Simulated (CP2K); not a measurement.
The C K edge of 2-borylthiazole was computed by TDDFT (CP2K XAS_TDP, aug-cc-pVDZ, TDA) at these levels: PBEh(45%), PBEh(45%) + GW2X and PBEh(60%). The first three lines of C2 (bonded to B, N and S) with a strength over 0.0015, energy in eV and strength:

```csv
run,first,second,third
1,286.12 (0.029),288.85 (0.027),289.19 (0.042)
2,285.41 (0.044),288.45 (0.055),288.62 (0.023)
3,281.20 (0.029),283.94 (0.028),284.27 (0.043)
```

**Question.** Which run is which?

Run 1: PBEh(45%) + GW2X (45 % exact exchange). Run 2: PBEh(60%) (60 % exact exchange). Run 3: PBEh(45%) (45 % exact exchange). Self-interaction lifts the core level, so the uncorrected lines rise with the share of exact exchange. The GW2X run keeps the spacings of its parent: 2.73 eV between the first two lines in run 1, 2.74 eV in run 3. Its shift is +4.92 eV, since the Kohn–Sham level at this share of exchange lies that far above the quasiparticle level.

[Banner, clock and machine lines of the logs are left out without a mark of their own.]

[Logs are printed without paths, hosts, clocks, repeated set-up lines and the standing remarks that a program may print on its own settings, such as how far it seeks lower states.]

[Hosts, paths, dates, database ids (printed as entryN), source tags and the programs' standing remarks are cut or masked in the printed files.]
